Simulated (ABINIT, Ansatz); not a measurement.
# Quasiparticle gap of K2TaNbO6 (Fm-3m) in ABINIT

Aim: the G0W0 gap of K2TaNbO6 (Fm-3m) on PBEsol, step by step.

Method: PBEsol and many-body steps on it, plane waves, in ABINIT 10.8.3.

## Step 1: Set-up

The structure is cubic, space group Fm-3m (No. 225). Conventional cell: a = 8.089 Å, b = 8.089 Å, c = 8.089 Å, α = 90.00°, β = 90.00°, γ = 90.00°. Nearest to K lie 12 O at 2.86 Å. Ta has 6 O at 2.01 Å nearest. Nearest to Nb lie 6 O at 2.03 Å. Nearest to O lie 1 Ta at 2.01 Å and 1 Nb at 2.03 Å and 4 K at 2.86 Å. Farther neighbours and most contacts between anions are not listed.

The cell and positions are those that the Materials Project relaxed with its own functionals (PBE, PBE+U or r2SCAN), kept fixed. Spin-orbit coupling is left out unless a step names it.

## Step 2: Ground state

This step: ABINIT 10.8.3; DFT, PBEsol, plane waves, norm-conserving pseudopotentials.

The ground-state density comes first.

Input file run.abi:

```
acell 3*1.0 Angstrom
rprim 
  -0.000000000000 4.044428000000 4.044428000000
  4.044428000000 -0.000000000000 4.044428000000
  4.044428000000 4.044428000000 -0.000000000000
ntypat 4
znucl 19 73 41 8
natom 10
typat 1 1 2 3 4 4 4 4 4 4
xred 
  0.250000000000 0.250000000000 0.250000000000
  0.750000000000 0.750000000000 0.750000000000
  0.500000000000 0.500000000000 0.500000000000
  0.000000000000 -0.000000000000 -0.000000000000
  0.749028000000 0.250972000000 0.250972000000
  0.250972000000 0.749028000000 0.749028000000
  0.250972000000 0.749028000000 0.250972000000
  0.749028000000 0.250972000000 0.749028000000
  0.250972000000 0.250972000000 0.749028000000
  0.749028000000 0.749028000000 0.250972000000
pp_dirpath "pseudos"
pseudos "K.upf, Ta.upf, Nb.upf, O.upf"
ecut 37
ngkpt 4 4 4
nshiftk 1
shiftk 0 0 0
kptopt 1
chksymbreak 0
nband 49
occopt 1
tolvrs 1e-10
nstep 60
prtwf 0
optforces 0
optstress 0
indata_prefix "in"
outdata_prefix "out"
tmpdata_prefix "tmp"
```

On the command line:

```bash
> OMP_NUM_THREADS=1 mpirun -n 4 abinit run.abi > log
```

Numbers of over 12 decimals in the logs are rounded to 6 here.

The program printed:

```text
.Version 10.8.3 of ABINIT. v10.8.2 released Aug 2026.

 Symmetries : space group Fm -3 m (#225); Bravais cF (face-center cubic)
================================================================================
 Values of the parameters that define the memory need of the present run
     intxc =       0    ionmov =       0      iscf =       7    lmnmax =       8
     lnmax =       8     mgfft =      60  mpssoang =       4    mqgrid =    3001
     natom =      10  nloc_mem =       1    nspden =       1   nspinor =       1
    nsppol =       1      nsym =      48    n1xccc =    2501    ntypat =       4
    occopt =       1   xclevel =       2
-    mband =          49        mffmem =           1         mkmem =           2
       mpw =        9620          nfft =      216000          nkpt =           8
================================================================================
  Rough estimation (10% accuracy) of disk space for files :
================================================================================

--------------------------------------------------------------------------------
------------- Echo of variables that govern the present computation ------------
--------------------------------------------------------------------------------
 -outvars: echo values of preprocessed input variables --------
            acell      1.8897261259E+00  1.8897261259E+00  1.8897261259E+00 Bohr

      chksymbreak           0
             ecut      3.70000000E+01 Hartree
-          fftalg         312

              ixc     -116133
              kpt      0.00000000E+00  0.00000000E+00  0.00000000E+00
                       2.50000000E-01  0.00000000E+00  0.00000000E+00
                       5.00000000E-01  0.00000000E+00  0.00000000E+00
                       2.50000000E-01  2.50000000E-01  0.00000000E+00
                       5.00000000E-01  2.50000000E-01  0.00000000E+00
                      -2.50000000E-01  2.50000000E-01  0.00000000E+00
                       5.00000000E-01  5.00000000E-01  0.00000000E+00
                      -2.50000000E-01  5.00000000E-01  2.50000000E-01
         kptrlatt        4    0    0      0    4    0      0    0    4
          kptrlen      4.32345522E+01
P           mkmem           2
            natom          10
            nband          49
            ngfft          60      60      60
             nkpt           8
            nstep          60
             nsym          48
           ntypat           4
              occ      2.000000  2.000000  2.000000  2.000000  2.000000  2.000000
                       2.000000  2.000000  2.000000  2.000000  2.000000  2.000000
                       2.000000  2.000000  2.000000  2.000000  2.000000  2.000000
                       2.000000  2.000000  2.000000  2.000000  2.000000  2.000000
                       2.000000  2.000000  2.000000  2.000000  2.000000  2.000000
                       2.000000  2.000000  2.000000  2.000000  2.000000  2.000000
                       2.000000  2.000000  2.000000  2.000000  0.000000  0.000000
                       0.000000  0.000000  0.000000  0.000000  0.000000  0.000000
                       0.000000
        optforces           0
        optstress           0
            prtwf           0
            rprim     -0.0000000000E+00  4.0444280000E+00  4.0444280000E+00
                       4.0444280000E+00 -0.0000000000E+00  4.0444280000E+00
                       4.0444280000E+00  4.0444280000E+00 -0.0000000000E+00
          spgroup         225

           tolvrs      1.00000000E-10

             xred      2.5000000000E-01  2.5000000000E-01  2.5000000000E-01
                       7.5000000000E-01  7.5000000000E-01  7.5000000000E-01
[...]
znucl       19.00000   73.00000   41.00000    8.00000

================================================================================

 chkinp: Checking input parameters for consistency.

================================================================================
== DATASET  1 ==================================================================
-   mpi_nproc: 4, omp_nthreads: 1 (-1 if OMP is not activated)

--- !DatasetInfo
iteration_state: {dtset: 1, }
dimensions: {natom: 10, nkpt: 8, mband: 49, nsppol: 1, nspinor: 1, nspden: 1, mpw: 9620, }
cutoff_energies: {ecut:  37.0, pawecutdg:  -1.0, }
electrons: {nelect:   8.00000000E+01, charge:   0.00000000E+00, occopt:   1.00000000E+00, tsmear:   1.00000000E-02, }

 Real(R)+Recip(G) space primitive vectors, cartesian coordinates (Bohr,Bohr^-1):
 R(1)=  0.0000000  7.6428613  7.6428613  G(1)= -0.0654205  0.0654205  0.0654205
 R(2)=  7.6428613  0.0000000  7.6428613  G(2)=  0.0654205 -0.0654205  0.0654205
 R(3)=  7.6428613  7.6428613  0.0000000  G(3)=  0.0654205  0.0654205 -0.0654205
 Unit cell volume ucvol=  8.9288993E+02 bohr^3
 Angles (23,13,12)=  6.00000000E+01  6.00000000E+01  6.00000000E+01 degrees

 getcut: wavevector=  0.0000  0.0000  0.0000  ngfft=  60  60  60
         ecut(hartree)=     37.000   => boxcut(ratio)=   2.02728

--- Pseudopotential description ------------------------------------------------
- K Generated using ONCVPSP code by D. R. Hamann
- 19.00000   9.00000  180301                  znucl, zion, pspdat
12 -116133 2 -1 2250                          pspcod,pspxc,lmax,lloc,mmax
     nproj     2     2     2     0
  pspatm : epsatm=    8.32504554
[...]
--- l  ekb(1:nproj) -->
[...]
2   -1.335834
 pspatm: atomic psp has been read  and splines computed

   7.31200349E+03                                ecore*ucvol(ha*bohr**3)
--------------------------------------------------------------------------------

_setup2: Arith. and geom. avg. npw (full set) are    9595.422    9595.414

================================================================================

--- !BeginCycle
iteration_state: {dtset: 1, }
solver: {iscf: 7, nstep: 60, nline: 4, wfoptalg: 0, }
tolerances: {tolvrs: 1.00E-10, }

     iter   Etot(hartree)      deltaE(h)  residm     vres2
 ETOT  1  -285.45512478975    -2.855E+02 8.475E-02 5.142E+03
 ETOT  2  -281.25095421695     4.204E+00 4.691E-02 2.287E+04
 ETOT  3  -286.60204049735    -5.351E+00 2.246E-02 8.855E+02
 ETOT  4  -286.66065047011    -5.861E-02 1.109E-02 4.298E+02
 ETOT  5  -286.69073658617    -3.009E-02 5.250E-03 2.104E+02
 ETOT  6  -286.72224856622    -3.151E-02 5.867E-03 6.043E+00
 ETOT  7  -286.72294648819    -6.979E-04 2.594E-03 2.573E+00
 ETOT  8  -286.72341034482    -4.639E-04 1.127E-03 7.527E-03
 ETOT  9  -286.72341208666    -1.742E-06 6.368E-04 7.665E-04
 ETOT 10  -286.72341223503    -1.484E-07 1.195E-03 1.236E-05
 ETOT 11  -286.72341223701    -1.985E-09 1.496E-03 7.021E-07
 ETOT 12  -286.72341223709    -7.873E-11 2.324E-03 3.649E-09
 ETOT 13  -286.72341223707     1.762E-11 7.713E-03 1.835E-10
 ETOT 14  -286.72341223708    -4.377E-12 8.507E-04 5.310E-12

 At SCF step   14       vres2   =  5.31E-12 < tolvrs=  1.00E-10 =>converged.

--- !ResultsGS
iteration_state: {dtset: 1, }
comment   : Summary of ground state results
lattice_vectors:
- [ -0.0000000,   7.6428613,   7.6428613, ]
- [  7.6428613,  -0.0000000,   7.6428613, ]
- [  7.6428613,   7.6428613,  -0.0000000, ]
lattice_lengths: [  10.80864,   10.80864,   10.80864, ]
lattice_angles: [ 60.000,  60.000,  60.000, ] # degrees, (23, 13, 12)
lattice_volume:   8.9288993E+02
convergence: {deltae: -4.377E-12, res2:  5.310E-12, residm:  8.507E-04, diffor:  0.000E+00, }
etotal    :  -2.86723412E+02
entropy   :   0.00000000E+00
fermie    :   1.91800866E-01
cartesian_stress_tensor: null
pressure_GPa: null
xred      :
- [  2.5000E-01,   2.5000E-01,   2.5000E-01,  K]
- [  7.5000E-01,   7.5000E-01,   7.5000E-01,  K]
- [  5.0000E-01,   5.0000E-01,   5.0000E-01, Ta]
- [  0.0000E+00,   0.0000E+00,   0.0000E+00, Nb]
- [  7.4903E-01,   2.5097E-01,   2.5097E-01,  O]
- [  2.5097E-01,   7.4903E-01,   7.4903E-01,  O]
- [  2.5097E-01,   7.4903E-01,   2.5097E-01,  O]
- [  7.4903E-01,   2.5097E-01,   7.4903E-01,  O]
- [  2.5097E-01,   2.5097E-01,   7.4903E-01,  O]
- [  7.4903E-01,   7.4903E-01,   2.5097E-01,  O]
cartesian_forces: null
force_length_stats: {min: null, max: null, mean: null, }

 Integrated electronic density in atomic spheres:
 ------------------------------------------------
 Atom  Sphere_radius  Integrated_density
[...]
================================================================================

 ----iterations are completed or convergence reached----

 Mean square residual over all n,k,spin=   31.206E-07; max=  85.072E-05
 reduced coordinates (array xred) for   10 atoms
[...]
0.250972000000      0.749028000000      0.749028000000
       0.250972000000      0.749028000000      0.250972000000
       0.749028000000      0.250972000000      0.749028000000
       0.250972000000      0.250972000000      0.749028000000
       0.749028000000      0.749028000000      0.250972000000
 rms dE/dt=  0.0000E+00; max dE/dt=  0.0000E+00; dE/dt below (all hartree)
    1       0.000000000000      0.000000000000      0.000000000000
    2       0.000000000000      0.000000000000      0.000000000000
    3       0.000000000000      0.000000000000      0.000000000000
    4       0.000000000000      0.000000000000      0.000000000000
    5       0.000000000000      0.000000000000      0.000000000000
    6       0.000000000000      0.000000000000      0.000000000000
    7       0.000000000000      0.000000000000      0.000000000000
    8       0.000000000000      0.000000000000      0.000000000000
    9       0.000000000000      0.000000000000      0.000000000000
   10       0.000000000000      0.000000000000      0.000000000000

 cartesian coordinates (angstrom) at end:
[...]
6      6.058780     4.044428     4.044428
    7      4.044428     2.030076     4.044428
    8      4.044428     6.058780     4.044428
    9      4.044428     4.044428     2.030076
   10      4.044428     4.044428     6.058780
 length scales=  1.889726125908  1.889726125908  1.889726125908 bohr
              =  1.000000000000  1.000000000000  1.000000000000 angstroms
 prteigrs : about to open file out_EIG
 Fermi (or HOMO) energy (hartree) =   0.19180   Average Vxc (hartree)=  -0.40790
 Eigenvalues (hartree) for nkpt=   8  k points:
 kpt#   1, nband= 49, wtk=  0.01563, kpt=  0.0000  0.0000  0.0000 (reduced coord)
  -2.29412   -1.82903   -1.06317   -1.06317   -1.06317   -0.95157   -0.95157   -0.95157
  -0.80553   -0.80376   -0.43735   -0.41575   -0.41575   -0.38445   -0.38445   -0.38445
  -0.21175   -0.21175   -0.21175   -0.20330   -0.20330   -0.20330   -0.00013   -0.00013
   0.00786    0.05248    0.05248    0.05248    0.10514    0.10514    0.10514    0.15458
   0.15458    0.15458    0.16766    0.16766    0.16766    0.19180    0.19180    0.19180
   0.25419    0.25419    0.25419    0.39740    0.39740    0.39999    0.39999    0.39999
   0.42279
 prteigrs : prtvol=0 or 1, do not print more k-points.

--- !EnergyTerms
iteration_state     : {dtset: 1, }
comment             : Components of total free energy in Hartree
kinetic             :  1.21171217023758E+02
hartree             :  5.78248542535763E+01
xc                  : -6.50137339974349E+01
Ewald energy        : -2.04480412805623E+02
psp_core            :  8.18914323416563E+00
local_psp           : -2.09927911765648E+02
non_local_psp       :  5.51343182012863E+00
total_energy        : -2.86723412237077E+02
total_energy_eV     : -7.80214151614875E+03
band_energy         : -2.71829250826352E+01

== END DATASET(S) ==============================================================
================================================================================

 -outvars: echo values of variables after computation  --------
           etotal     -2.8672341224E+02
            nband          49
             nkpt           8
          spgroup         225
 [... the other variables as echoed above ...]

 Calculation completed.
```

Elapsed: 83 s, on 4 MPI ranks of Arm Neoverse V1, shared host; peak memory 0.56 GiB.

Numbers from this step:

```yaml
total_energy: -7802.1415 eV
gap: 1.698 eV
k_of_the_valence_top: 0, 0, 0
k_of_the_conduction_bottom: 0, 0, 0
least_direct_gap: 1.698 eV
```

The gap is direct, at Γ.

## Step 3: Empty states on the mesh, 2×2×2 mesh, 114 bands

The sums over transitions need many empty states on a uniform mesh; this step solves for them.

run.abi: that of step 2 with these lines changed.

```diff
@@ -23,3 +23,3 @@
 ecut 37
-ngkpt 4 4 4
+ngkpt 2 2 2
 nshiftk 1
@@ -28,9 +28,10 @@
 chksymbreak 0
-nband 49
-occopt 1
-tolvrs 1e-10
+iscf -2
+irdden 1
+istwfk *1
+nband 114
+nbdbuf 10
+tolwfr 1e-09
 nstep 60
-prtwf 0
-optforces 0
-optstress 0
+prtvol 0
 indata_prefix "in"
```

The program printed:

```text
.Version 10.8.3 of ABINIT. v10.8.2 released Aug 2026.

 Symmetries : space group Fm -3 m (#225); Bravais cF (face-center cubic)
[... echo of the input left out ...]
== DATASET  1 ==================================================================
-   mpi_nproc: 4, omp_nthreads: 1 (-1 if OMP is not activated)
-    --> not optimal distribution: autoparal keyword recommended in input file <--

--- !DatasetInfo
iteration_state: {dtset: 1, }
dimensions: {natom: 10, nkpt: 3, mband: 114, nsppol: 1, nspinor: 1, nspden: 1, mpw: 9608, }
cutoff_energies: {ecut:  37.0, pawecutdg:  -1.0, }
electrons: {nelect:   8.00000000E+01, charge:   0.00000000E+00, occopt:   1.00000000E+00, tsmear:   1.00000000E-02, }

 Real(R)+Recip(G) space primitive vectors, cartesian coordinates (Bohr,Bohr^-1):
 R(1)=  0.0000000  7.6428613  7.6428613  G(1)= -0.0654205  0.0654205  0.0654205
 R(2)=  7.6428613  0.0000000  7.6428613  G(2)=  0.0654205 -0.0654205  0.0654205
 R(3)=  7.6428613  7.6428613  0.0000000  G(3)=  0.0654205  0.0654205 -0.0654205
 Unit cell volume ucvol=  8.9288993E+02 bohr^3
 Angles (23,13,12)=  6.00000000E+01  6.00000000E+01  6.00000000E+01 degrees

 getcut: wavevector=  0.0000  0.0000  0.0000  ngfft=  60  60  60
         ecut(hartree)=     37.000   => boxcut(ratio)=   2.02728

--- Pseudopotential description ------------------------------------------------
- K Generated using ONCVPSP code by D. R. Hamann
- 19.00000   9.00000  180301                  znucl, zion, pspdat
12 -116133 2 -1 2250                          pspcod,pspxc,lmax,lloc,mmax
     nproj     2     2     2     0
  pspatm : epsatm=    8.32504554
         --- l  ekb(1:nproj) -->
             0   10.921326    0.816676
             1    4.431000    0.560368
             2   -3.384038   -1.043186
 pspatm: atomic psp has been read  and splines computed

- Ta Generated using ONCVPSP code by D. R. Hamann
- 73.00000  13.00000  180301                  znucl, zion, pspdat
12 -116133 3 -1 1432                          pspcod,pspxc,lmax,lloc,mmax
     nproj     2     2     2     2
  pspatm : epsatm=   21.70780620
         --- l  ekb(1:nproj) -->
[...]
pspatm: atomic psp has been read  and splines computed

- Nb Generated using ONCVPSP code by D. R. Hamann
- 41.00000  13.00000  180301                  znucl, zion, pspdat
12 -116133 2 -1 1660                          pspcod,pspxc,lmax,lloc,mmax
     nproj     2     2     2     0
  pspatm : epsatm=   15.66753918
         --- l  ekb(1:nproj) -->
[...]
pspatm: atomic psp has been read  and splines computed

- O Generated using ONCVPSP code by D. R. Hamann
-  8.00000   6.00000  180301                  znucl, zion, pspdat
12 -116133 2 -1 936                           pspcod,pspxc,lmax,lloc,mmax
     nproj     2     2     1     0
  pspatm : epsatm=    6.22910120
         --- l  ekb(1:nproj) -->
[...]
2   -1.335834
[...]
3.62E-05  1.42E-04
 -2.2941E+00 -1.8290E+00 -1.0632E+00 -1.0632E+00 -1.0632E+00 -9.5157E-01
 -9.5157E-01 -9.5157E-01 -8.0553E-01 -8.0376E-01 -4.3735E-01 -4.1575E-01
 -4.1575E-01 -3.8445E-01 -3.8445E-01 -3.8445E-01 -2.1175E-01 -2.1175E-01
[...]
1.2665E+00  1.2985E+00  1.3314E+00  1.3314E+00  1.3315E+00  1.3319E+00
  1.3320E+00  1.3577E+00  1.3579E+00  1.3582E+00  1.3584E+00  1.3587E+00
 prteigrs : prtvol=0 or 1, do not print more k-points.

--- !ResultsGS
iteration_state: {dtset: 1, }
comment   : Summary of ground state results
lattice_vectors:
- [ -0.0000000,   7.6428613,   7.6428613, ]
- [  7.6428613,  -0.0000000,   7.6428613, ]
- [  7.6428613,   7.6428613,  -0.0000000, ]
lattice_lengths: [  10.80864,   10.80864,   10.80864, ]
lattice_angles: [ 60.000,  60.000,  60.000, ] # degrees, (23, 13, 12)
lattice_volume:   8.9288993E+02
convergence: {deltae:  0.000E+00, res2:  0.000E+00, residm:  9.970E-10, diffor:  0.000E+00, }
etotal    :  -2.86723412E+02
entropy   :   0.00000000E+00
fermie    :   1.91800866E-01
cartesian_stress_tensor: null
pressure_GPa: null
xred      :
- [  2.5000E-01,   2.5000E-01,   2.5000E-01,  K]
- [  7.5000E-01,   7.5000E-01,   7.5000E-01,  K]
- [  5.0000E-01,   5.0000E-01,   5.0000E-01, Ta]
- [  0.0000E+00,   0.0000E+00,   0.0000E+00, Nb]
- [  7.4903E-01,   2.5097E-01,   2.5097E-01,  O]
- [  2.5097E-01,   7.4903E-01,   7.4903E-01,  O]
- [  2.5097E-01,   7.4903E-01,   2.5097E-01,  O]
- [  7.4903E-01,   2.5097E-01,   7.4903E-01,  O]
- [  2.5097E-01,   2.5097E-01,   7.4903E-01,  O]
- [  7.4903E-01,   7.4903E-01,   2.5097E-01,  O]
cartesian_forces: null
force_length_stats: {min: null, max: null, mean: null, }

 Integrated electronic density in atomic spheres:
 ------------------------------------------------
 Atom  Sphere_radius  Integrated_density
[...]
================================================================================

 ----iterations are completed or convergence reached----

 Mean square residual over all n,k,spin=   46.591E-11; max=  99.702E-11
 reduced coordinates (array xred) for   10 atoms
[...]
0.250972000000      0.250972000000      0.749028000000
       0.749028000000      0.749028000000      0.250972000000

 cartesian coordinates (angstrom) at end:
    1      2.022214     2.022214     2.022214
    2      6.066642     6.066642     6.066642
    3      4.044428     4.044428     4.044428
[...]
9      4.044428     4.044428     2.030076
   10      4.044428     4.044428     6.058780
 length scales=  1.889726125908  1.889726125908  1.889726125908 bohr
              =  1.000000000000  1.000000000000  1.000000000000 angstroms
 prteigrs : about to open file out_EIG
 Eigenvalues (hartree) for nkpt=   3  k points:
 kpt#   1, nband=114, wtk=  0.12500, kpt=  0.0000  0.0000  0.0000 (reduced coord)
[...]
1.20132    1.25752    1.25752    1.26260    1.26649    1.26649    1.26649    1.29854
   1.33145    1.33145    1.33145    1.33195    1.33195    1.35765    1.35790    1.35825
   1.35838    1.35868
 prteigrs : prtvol=0 or 1, do not print more k-points.

== END DATASET(S) ==============================================================
================================================================================

 -outvars: echo values of variables after computation  --------
            nband         114
             nkpt           3
          spgroup         225
 [... the other variables as echoed above ...]

 Calculation completed.
```

Elapsed: 56 s, on 4 MPI ranks; peak memory 0.41 GiB; 3.7 min of CPU time.

This step gave:

| Property | Result |
| --- | --- |
| gap | 1.698 eV |
| k of the valence top | 0, 0, 0 |
| k of the conduction bottom | 0, 0, 0 |
| least direct gap | 1.698 eV |
| k points computed | 3 |
| lowest point of the top converged band, above the valence top | 29.79 eV |

On this mesh the gap is 1.698 eV.

[end of part 1 of 2]

[Paths, hosts, dates, memory and timing lines, banners, echoed tables and standing remarks are left out of the program output.]

[Logs are printed without paths, hosts, clocks, repeated set-up lines and the standing remarks that a program may print on its own settings, such as how far it seeks lower states.]

[Runs of the session that timed out or met a known fault of the program may be left out.]

[Hosts, paths, dates, database ids (printed as entryN), source tags and the programs' standing remarks are cut or masked in the printed files.]

[G0W0 gaps are taken among the corrected bands and points alone; a level outside them can change the order at an edge.]

[Where Ansatz stands beside ABINIT at settings called matched, ABINIT's density can come from a denser mesh and the files from another edition; pairs whose starting gaps differed by over 0.03 eV were left out, so agreement reads better than it is.]
